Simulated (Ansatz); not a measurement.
## Moving the knobs of a GW run on Cs2HgSe2 (Pbam)

A base run on Cs2HgSe2 (Pbam), then changed inputs.

Main program and level: Ansatz 0.2.0; G0W0 on PBE, plane waves, PAW; PAW set soft_1.

## (1) Starting point

The structure is orthorhombic, space group Pbam (No. 55). The conventional cell has a = 8.185 Å, b = 10.330 Å, c = 4.711 Å, α = 90.00°, β = 90.00°, γ = 90.00°. Cs has 6 Se at 3.66 to 3.72 Å and 1 Cs at 3.87 Å nearest. Hg has 2 Se at 2.41 Å nearest. Nearest to Se lie 1 Hg at 2.41 Å and 6 Cs at 3.66 to 3.72 Å. Farther neighbours and most contacts between anions are not listed.

The cell and positions come from the Crystallography Open Database and are kept as given unless a step says otherwise. Spin-orbit coupling is left out unless a step names it.

## (2) The base run: 2×2×2 mesh, 904 empty bands, screening to 100 eV, PAW set soft_1 files

Now the one-shot GW correction: screening in the RPA, then the self-energy of the levels asked for. This step takes PAW set soft_1 files.

File input.yaml:

```yaml
crystal:
  lattice:
    - [8.1849, 0.0, 0.0]
    - [0.0, 10.3302, 0.0]
    - [0.0, 0.0, 4.7112]
  atoms:
    - { symbol: Cs, position: [0.39222, 0.83311, 0.5] }
    - { symbol: Cs, position: [0.60778, 0.16689, 0.5] }
    - { symbol: Cs, position: [0.89222, 0.66689, 0.5] }
    - { symbol: Cs, position: [0.10778, 0.33311, 0.5] }
    - { symbol: Hg, position: [0.5, 0.5, 0.0] }
    - { symbol: Hg, position: [0.0, 0.0, 0.0] }
    - { symbol: Se, position: [0.23025, 0.59445, 0.0] }
    - { symbol: Se, position: [0.76975, 0.40555, 0.0] }
    - { symbol: Se, position: [0.73025, 0.90555, 0.0] }
    - { symbol: Se, position: [0.26975, 0.09445, 0.0] }
kpoints:
  mp_grid: { grid: [2, 2, 2] }
hamiltonian:
  xc: pbe
  pseudopotentials: { kind: paw, azcp: { folder: soft_1 } }
scf:
  occupations: { method: fixed }
gw:
  n_empty_bands: 904
  ecut_chi: 100
  qp_bands: [v3, c3]
  qp_kpoints: band_edges
  screening: { model: contour_deformation }
```

The run is started by

```console
> ansatz run input.yaml --threads 2 --pin off --max-ram 92160MiB --backend cuda --events-out ev --progress --plain --runs-dir out --devices 1 --max-vram 13GiB
```

Numbers of over 12 decimals in the logs are rounded to 6 here.

Output:

```text
GPUs: using 1 of 1 available (devices: 1).
Engine: ansatz 0.2.0, x86_64-unknown-linux-gnu
Pseudopotentials: kind: paw
Pseudopotential: Cs, paw, valence charge 9, recommended cutoff 420 eV (normal), soft_1/Cs.paw.azcp
Pseudopotential: Hg, paw, valence charge 20, recommended cutoff 420 eV (normal), soft_1/Hg.paw.azcp
Pseudopotential: Se, paw, valence charge 16, recommended cutoff 420 eV (normal), soft_1/Se.paw.azcp
Functional definition: PBE
  parameter kappa = 0.804
  parameter beta = 0.066725
  exchange = pbe_x(kappa = kappa, mu = beta*pi^2/3)
  correlation = pbe_c(beta = beta)
device memory: the entry about to start is reckoned to put 3.5 GiB on a device that reports 41.9 GiB free (of which the cap on the GPU budget leaves the run 13.0 GiB)
GPU FFT provider: cuFFT
GPU libraries: cuBLAS 13.8.2, cuFFT 12.4.0, cuSOLVER 12.3.4
Crystal: 10 atoms, lattice volume = 398.340 Å³
Basis set: ecut = 420 eV, 7743 PW (Γ)
Bands: 84, of which v1, the nominal top of the filled ones, is band 70 counted from 1 (69 counted from 0)
Symmetry: 8 space group operations
Space group: Pbam (ITA 55), of the structure as read, at distance tolerance 7.4e-5 Å
k-points: 8
Non-local potential: Cs, projectors of the file, l = 0: 3, l = 1: 2, l = 2: 2, l = 3: 2
Non-local potential: Hg, projectors of the file, l = 0: 3, l = 1: 2, l = 2: 2, l = 3: 1
Non-local potential: Se, projectors of the file, l = 0: 2, l = 1: 2, l = 2: 3, l = 3: 1
PAW form: soft (Blöchl's): semilocal exchange-correlation on the pseudo side does not see the compensation charge
PAW one-centre angular grid: Cs, 194 points (default); XC on 64 Gauss nodes
PAW one-centre angular grid: Hg, 590 points (default); XC on 64 Gauss nodes
PAW one-centre angular grid: Se, 590 points (default); XC on 64 Gauss nodes
Initial density: superposition of atomic densities (chi_scale 0.1, normalization cell, long waves kept (reshape's long-wave potential 0.00 eV rms))
Initial wavefunctions: pseudopotential atomic-orbital guess
GPU buffer pool allocated for 138240 grid points (all kernels)
GPU transforms: local potential and band sums: pruned to the plane-wave sphere, on 60×72×32
Functional: x = pbe(κ = 0.804, μ = 0.219515), c = pbe(β = 0.066725)
SCF iter   1: F=—  HF=-72205.524115 eV  |F-HF|=—  |Δ(HF+E_count)|=         —  Δρ=4.02e-2  dr2=1.60e1  ethr=3.10e-3  ⟨swp⟩=4.5  Hψ=2039  notcnv=0  defer=82
preconditioner: auto → Resta (q_TF=auto, 2.292 Å⁻¹)  ε∞=3.9  [insulator: Δε(μ)=1.864 eV  Ē_g=9.449 eV  n_scr=76 (ndim 8)  ℏωp=16.2 eV  f_vac=0.021  ε∞_Penn≈3.9]
SCF iter   2: F=—  HF=-72201.080603 eV  |F-HF|=—  |Δ(HF+E_count)|=    4.44e0  Δρ=1.74e-2  dr2=2.88e0  ethr=3.10e-3  ⟨swp⟩=3.0  Hψ=1291  notcnv=0  defer=83
[...]
NSCF: frozen V_eff on 8 k-points
[...]
device memory: the entry about to start is reckoned to put 6.7 GiB on a device that reports 41.9 GiB free (of which the cap on the GPU budget leaves the run 13.0 GiB)
NSCF: frozen V_eff on 8 k-points
G₀W₀ screening: q 1/8
[... further progress lines ...]
SCF converged after 10 iterations
Free energy (F): -72199.821821 eV
Harris-Foulkes:  -72199.821821 eV  (|F-HF|=1.56e-8)
Internal energy: -72199.821821 eV  (E = F + TS)
E sigma→0 (E₀):  -72199.821821 eV
Fermi energy:    5.189591 eV
--- Per-component energies (eV) ---
  E_band       = -2929.664330
  E_kinetic    = 2174.996887
  E_local      = -22305.966395  (includes V_loc(G=0)·N_el)
  E_nonlocal   = -1162.263395
  E_hartree    = 10736.487843
  E_xc         = -1484.191039
  E_vxc        = -1417.353378  (∫ρ·V_xc dr)
  E_paw        = -48675.725778  (= ΣΔE_a)
  E_vpaw       = -1692.053708  (= ΣTr[D̂ρ^β])
  E_aug_tail   = -0.000543  (compensation charges beyond the density's cutoff)
  E_ewald      = -11483.159401
  E_smearing   = -0.000000  (= −TS)
  E_closure    = -0.000000  (closes the sum)
  Σ components = -72199.821821   (vs F -72199.821821, Δ=0.00e0)
--- Band table (eV; the first three rows and the last of 8) ---
  k-point 0: bands = [... 66 lower, 4.8476, 5.0046, 5.1275, 5.1627, 7.1886, 8.0391, 8.3098, 8.8803, ... 10 higher]
  k-point 1: bands = [... 66 lower, 4.4876, 4.6092, 4.6477, 4.8847, 7.9787, 8.0120, 8.0447, 8.1821, ... 10 higher]
  k-point 2: bands = [... 66 lower, 4.6769, 4.6769, 5.1537, 5.1537, 7.6613, 7.6613, 8.6382, 8.6382, ... 10 higher]
  k-point 7: bands = [... 66 lower, 4.5122, 4.5122, 5.0915, 5.0915, 7.5756, 7.5756, 8.3619, 8.3619, ... 10 higher]
--- G₀W₀: contour deformation, 7 samples at zero and on the imaginary axis and 1 off it, 8 q-points, 904 empty bands' worth ---
  eigenvalues of the whole cell's RPA ε∞ on this k-mesh (on a slab, of 1 + 4πα/V) = 3.6321, 3.6757, 4.6397; static W/v taken at q = 0 is 0.255629
  gw.qp_kpoints: band_edges: 8 of 8 stored k-points solved, in 1 pass; an edge of the gap read off the rows below is read off those points alone
    ik  band        ε_KS         Σx   Σc(E_QP)       V_xc       Z   E_QP_lin       E_QP  E_QP is
     0    68      5.0046   -17.5454     2.0715   -14.5410  0.7488     4.0483     4.0716  root
     0    69      5.1275   -17.5842     2.1744   -14.4495  0.7479     4.1423     4.1672  root
     0    70      5.1627   -17.7424     2.1788   -14.6022  0.7484     4.1768     4.2014  root
     0    71      7.1886    -9.4500    -2.9376   -12.8546  0.8016     7.6585     7.6556  root
     0    72      8.0391    -5.1299    -3.1530    -8.5521  0.8071     8.3095     8.3083  root
     0    73      8.3098   -10.6310    -3.2780   -14.5726  0.7837     8.9819     8.9734  root
     1    68      4.6092   -16.9703     2.1306   -13.8632  0.7452     3.6017     3.6328  root
     1    69      4.6477   -17.1496     2.1257   -14.0435  0.7465     3.6369     3.6674  root
[...]
7    70      5.0915   -17.5694     2.0374   -14.6044  0.7502     4.1414     4.1640  root
     7    71      7.5756    -5.0034    -3.0860    -8.3406  0.8075     7.8279     7.8269  root
     7    72      7.5756    -5.0034    -3.0860    -8.3406  0.8075     7.8279     7.8269  root
     7    73      8.3619   -10.3770    -3.3327   -14.3978  0.7856     9.0591     9.0499  root
```

Elapsed: 44 s, on 1 × NVIDIA H100 80GB HBM3 (shared by 6 runs) with 2 threads of AMD EPYC 7R13 (Zen 3), shared host; peak memory 3.6 GiB; 60 s of CPU time.

This step gave:

```
bands summed                                 : 974
RPA ε∞ on this mesh (eigenvalues)            : 3.632, 3.676, 4.640
plane waves in the screening matrix          : 923
q-points in the mesh                         : 8
G0W0 gap on the mesh                         : 3.420 eV
k of the valence top                         : -0.5, 0, 0
k of the conduction bottom                   : 0, 0, 0
starting gap on the mesh                     : 1.999 eV
Z at the valence top                         : 0.7492
Z at the conduction bottom                   : 0.8016
least direct G0W0 gap on the computed points : 3.454 eV
```

The gap on the mesh goes from 2.00 eV to 3.42 eV, a correction of +1.42 eV. Between the two edge states, bare exchange in place of the xc potential would open the gap by 6.52 eV, and correlation takes back 5.10 eV.

## (3) Variant: potentials

Other atomic data (norm-conserving) test the pseudisation: the cutoff goes from 420 to 1170.09 eV, with the same valence electrons.

This step: G0W0 on PBE, plane waves, norm-conserving pseudopotentials.

Edit input.yaml of step 2 so:

```diff
@@ -20,3 +20,3 @@
   xc: pbe
-  pseudopotentials: { kind: paw, azcp: { folder: soft_1 } }
+  pseudopotentials: { kind: nc }
 scf:
```

Output:

```text
GPUs: using 1 of 1 available (devices: 1).
[...]
GPU FFT provider: cuFFT
GPU libraries: cuBLAS 13.8.2, cuFFT 12.4.0, cuSOLVER 12.3.4
Crystal: 10 atoms, lattice volume = 398.340 Å³
Basis set: ecut = 1170.089609 eV, 36187 PW (Γ)
Bands: 84, of which v1, the nominal top of the filled ones, is band 70 counted from 1 (69 counted from 0)
[... 1 set-up line as in the run before ...]
[...]
k-points: 8
[...]
GPU buffer pool allocated for 622080 grid points (all kernels)
[...]
SCF iter   1: F=—  HF=-24816.256105 eV  |F-HF|=—  |Δ(HF+E_count)|=         —  Δρ=4.52e-2  dr2=1.87e1  ethr=3.10e-3  ⟨swp⟩=5.5  Hψ=2248  notcnv=0  defer=92
[...]
SCF iter   9: F=-24809.212347 eV  HF=-24809.212347 eV  |F-HF|=6.13e-8  |Δ(HF+E_count)|=   7.55e-7  Δρ=5.34e-6  dr2=8.98e-8  ethr=7.14e-11  ⟨swp⟩=19.0  Hψ=5270  notcnv=0
SCF 1 converged in 9 iterations: F = -24809.212347 eV  dr2 = 8.98e-8
[...]
0    68      5.2584   -17.5303     2.0801   -14.5313  0.7487     4.3168     4.3394  root
     0    69      5.3812   -17.5636     2.1846   -14.4320  0.7479     4.4100     4.4341  root
     0    70      5.4164   -17.7230     2.1888   -14.5863  0.7484     4.4446     4.4685  root
     0    71      7.4313    -9.4569    -2.9340   -12.8614  0.8015     7.9048     7.9019  root
     0    72      8.2914    -5.0992    -3.1559    -8.5249  0.8070     8.5624     8.5613  root
     0    73      8.5504   -10.6204    -3.2726   -14.5672  0.7836     9.2335     9.2246  root
     1    68      4.8634   -16.9485     2.1377   -13.8463  0.7451     3.8685     3.8988  root
     1    69      4.9019   -17.1278     2.1322   -14.0268  0.7464     3.9035     3.9333  root
[...]
7    70      5.3454   -17.5494     2.0463   -14.5889  0.7502     4.4094     4.4312  root
     7    71      7.8266    -4.9774    -3.0867    -8.3156  0.8074     8.0791     8.0781  root
     7    72      7.8266    -4.9774    -3.0867    -8.3156  0.8074     8.0791     8.0781  root
     7    73      8.6031   -10.3562    -3.3277   -14.3829  0.7855     9.3118     9.3022  root
[key lines of the parts left out:]
SCF converged after 9 iterations
Free energy (F): -24809.212347 eV
Fermi energy:    5.443421 eV
```

It took 80 s on 1 × NVIDIA H100 80GB HBM3 (shared by 6 runs) with 2 threads; peak memory 8.1 GiB.

The G0W0 gap on the mesh is 3.398 eV.

Against the base:

```tsv
setting	base	variant
files	PAW set soft_1	norm-conserving
```

```tsv
quantity	variant	base
starting gap on the mesh	1.988	1.999
G0W0 gap on the mesh	3.398	3.420
least direct G0W0 gap on the computed points	3.433	3.454
Z at the valence top	0.749	0.749
Z at the conduction bottom	0.802	0.802
```

## (4) Variant: potentials

This step: G0W0 on PBE, plane waves, PAW.

Edit input.yaml of step 3 so:

```diff
@@ -20,3 +20,3 @@
   xc: pbe
-  pseudopotentials: { kind: nc }
+  pseudopotentials: { kind: paw, source: ansatz }
 scf:
```

Output:

```text
GPUs: using 1 of 1 available (devices: 1).
[...]
GPU FFT provider: cuFFT
GPU libraries: cuBLAS 13.8.2, cuFFT 12.4.0, cuSOLVER 12.3.4
Crystal: 10 atoms, lattice volume = 398.340 Å³
Basis set: ecut = 690 eV, 16379 PW (Γ)
Bands: 84, of which v1, the nominal top of the filled ones, is band 70 counted from 1 (69 counted from 0)
[... 1 set-up line as in the run before ...]
[...]
k-points: 8
[...]
GPU buffer pool allocated for 291600 grid points (all kernels)
[...]
SCF iter   1: F=—  HF=-72370.705836 eV  |F-HF|=—  |Δ(HF+E_count)|=         —  Δρ=4.02e-2  dr2=1.66e1  ethr=3.10e-3  ⟨swp⟩=13.0  Hψ=3124  notcnv=0  defer=102
[...]
SCF iter  10: F=-72364.466655 eV  HF=-72364.466655 eV  |F-HF|=1.64e-8  |Δ(HF+E_count)|=   2.43e-7  Δρ=1.96e-6  dr2=2.12e-8  ethr=7.14e-11  ⟨swp⟩=40.6  Hψ=7630  notcnv=0
SCF 1 converged in 10 iterations: F = -72364.466655 eV  dr2 = 2.12e-8
[...]
0    68      5.2914   -17.5387     2.0686   -14.5344  0.7488     4.3323     4.3558  root
     0    69      5.4140   -17.5775     2.1717   -14.4424  0.7479     4.4256     4.4506  root
     0    70      5.4492   -17.7359     2.1760   -14.5954  0.7485     4.4599     4.4847  root
     0    71      7.4770    -9.4431    -2.9425   -12.8448  0.8016     7.9389     7.9361  root
     0    72      8.3249    -5.1228    -3.1569    -8.5460  0.8071     8.5923     8.5911  root
     0    73      8.5980   -10.6241    -3.2829   -14.5625  0.7837     9.2618     9.2535  root
     1    68      4.8958   -16.9625     2.1281   -13.8556  0.7452     3.8859     3.9171  root
     1    69      4.9343   -17.1416     2.1229   -14.0358  0.7465     3.9206     3.9513  root
[...]
7    70      5.3781   -17.5624     2.0345   -14.5972  0.7502     4.4248     4.4474  root
     7    71      7.8610    -4.9977    -3.0894    -8.3351  0.8075     8.1100     8.1090  root
     7    72      7.8610    -4.9977    -3.0894    -8.3351  0.8075     8.1100     8.1090  root
     7    73      8.6500   -10.3694    -3.3371   -14.3869  0.7856     9.3395     9.3305  root
[key lines of the parts left out:]
SCF converged after 10 iterations
Free energy (F): -72364.466655 eV
Fermi energy:    5.476206 eV
```

It took 65 s on 1 × NVIDIA H100 80GB HBM3 (shared by 6 runs) with 2 threads; peak memory 5.2 GiB; 1.7 min of CPU time.

The G0W0 gap on the mesh is 3.417 eV.

Against the base:

```tsv
setting	base	variant
files	PAW set soft_1	hard PAW
```

```tsv
quantity	variant	base
starting gap on the mesh	2.001	1.999
G0W0 gap on the mesh	3.417	3.420
least direct G0W0 gap on the computed points	3.451	3.454
Z at the valence top	0.749	0.749
Z at the conduction bottom	0.802	0.802
```

## (5) Variant: frequency model

A plasmon pole stands in for the full frequency dependence of the screening; this run shows what that costs in accuracy.

This step: G0W0 on PBE, plane waves, PAW; PAW set soft_1.

Edit input.yaml of step 4 so:

```diff
@@ -20,3 +20,3 @@
   xc: pbe
-  pseudopotentials: { kind: paw, source: ansatz }
+  pseudopotentials: { kind: paw, azcp: { folder: soft_1 } }
 scf:
@@ -28,2 +28,2 @@
   qp_kpoints: band_edges
-  screening: { model: contour_deformation }
+  screening: { model: godby_needs }
```

Output:

```text
GPUs: using 1 of 1 available (devices: 1).
[...]
GPU FFT provider: cuFFT
GPU libraries: cuBLAS 13.8.2, cuFFT 12.4.0, cuSOLVER 12.3.4
Crystal: 10 atoms, lattice volume = 398.340 Å³
Basis set: ecut = 420 eV, 7743 PW (Γ)
Bands: 84, of which v1, the nominal top of the filled ones, is band 70 counted from 1 (69 counted from 0)
[... 1 set-up line as in the run before ...]
[...]
k-points: 8
[...]
GPU buffer pool allocated for 138240 grid points (all kernels)
[...]
SCF iter   1: F=—  HF=-72205.524115 eV  |F-HF|=—  |Δ(HF+E_count)|=         —  Δρ=4.02e-2  dr2=1.60e1  ethr=3.10e-3  ⟨swp⟩=4.5  Hψ=2039  notcnv=0  defer=82
[...]
SCF iter  10: F=-72199.821821 eV  HF=-72199.821821 eV  |F-HF|=1.56e-8  |Δ(HF+E_count)|=   3.14e-7  Δρ=1.41e-6  dr2=1.62e-8  ethr=7.14e-11  ⟨swp⟩=14.5  Hψ=3086  notcnv=0
SCF 1 converged in 10 iterations: F = -72199.821821 eV  dr2 = 1.62e-8
[...]
0    68      5.0046   -17.5454     2.0395   -14.5410  0.7844     4.0333     4.0397  root
     0    69      5.1275   -17.5842     2.1415   -14.4495  0.7838     4.1268     4.1344  root
     0    70      5.1627   -17.7424     2.1479   -14.6022  0.7839     4.1634     4.1705  root
     0    71      7.1886    -9.4500    -2.9088   -12.8546  0.8223     7.6857     7.6844  root
     0    72      8.0391    -5.1299    -3.1603    -8.5521  0.8326     8.3014     8.3010  root
     0    73      8.3098   -10.6310    -3.2044   -14.5726  0.8082     9.0459     9.0469  root
     1    68      4.6092   -16.9703     2.0622   -13.8632  0.7955     3.5459     3.5644  root
     1    69      4.6477   -17.1496     2.0619   -14.0435  0.7974     3.5819     3.6036  root
[...]
7    70      5.0915   -17.5694     2.0075   -14.6044  0.7849     4.1288     4.1340  root
     7    71      7.5756    -5.0034    -3.0882    -8.3406  0.8328     7.8251     7.8246  root
     7    72      7.5756    -5.0034    -3.0882    -8.3406  0.8328     7.8251     7.8246  root
     7    73      8.3619   -10.3770    -3.2624   -14.3978  0.8097     9.1201     9.1202  root
[key lines of the parts left out:]
SCF converged after 10 iterations
Free energy (F): -72199.821821 eV
Fermi energy:    5.189591 eV
```

Run time: 2.9 min. Hardware: 1 × NVIDIA H100 80GB HBM3 (shared by 6 runs) with 2 threads; peak memory 3.5 GiB; 4.7 min of CPU time.

The G0W0 gap on the mesh is 3.475 eV.

Against the base:

```tsv
setting	base	variant
frequency model	contour deformation	plasmon pole
```

```tsv
quantity	variant	base
starting gap on the mesh	1.999	1.999
G0W0 gap on the mesh	3.475	3.420
least direct G0W0 gap on the computed points	3.514	3.454
Z at the valence top	0.784	0.749
Z at the conduction bottom	0.822	0.802
```

## (6) Outcome

| Item | Value |
| --- | --- |
| base | 3.42 eV, 44 s |
| potentials | 3.40 eV, 80 s |
| potentials | 3.42 eV, 65 s |
| frequency model | 3.47 eV, 2.9 min |

In words: Potentials: the gap moves by −0.02 eV (the plane-wave cutoff goes from 420 to 1170.09 eV). Potentials: the gap moves by −0.003 eV (the plane-wave cutoff goes from 420 to 690 eV). Frequency model: the gap moves by +0.05 eV and the time by a factor of 3.9. All runs here use a coarse mesh and modest cutoffs; they test settings and are not final values. The 2×2×2 mesh is coarse for this cell (its supercell is 9 Å along the shortest edge). The RPA ε∞ on it, from the PBE start, is 3.63, 3.68 and 4.64; such meshes misread the long-range screening, most where the gap is narrow. The many-body steps are scalar-relativistic: spin-orbit coupling is not in them.

[Paths, hosts, dates, memory and timing lines, banners, echoed tables and standing remarks are left out of the program output.]

[Logs are printed without paths, hosts, clocks, repeated set-up lines and the standing remarks that a program may print on its own settings, such as how far it seeks lower states.]

[Runs of the session that timed out or met a known fault of the program may be left out.]

[Cells called generated may have been cut or substituted from an entry of the Crystallography Open Database or the Materials Project.]

[Hosts, paths, dates, database ids (printed as entryN), source tags and the programs' standing remarks are cut or masked in the printed files.]
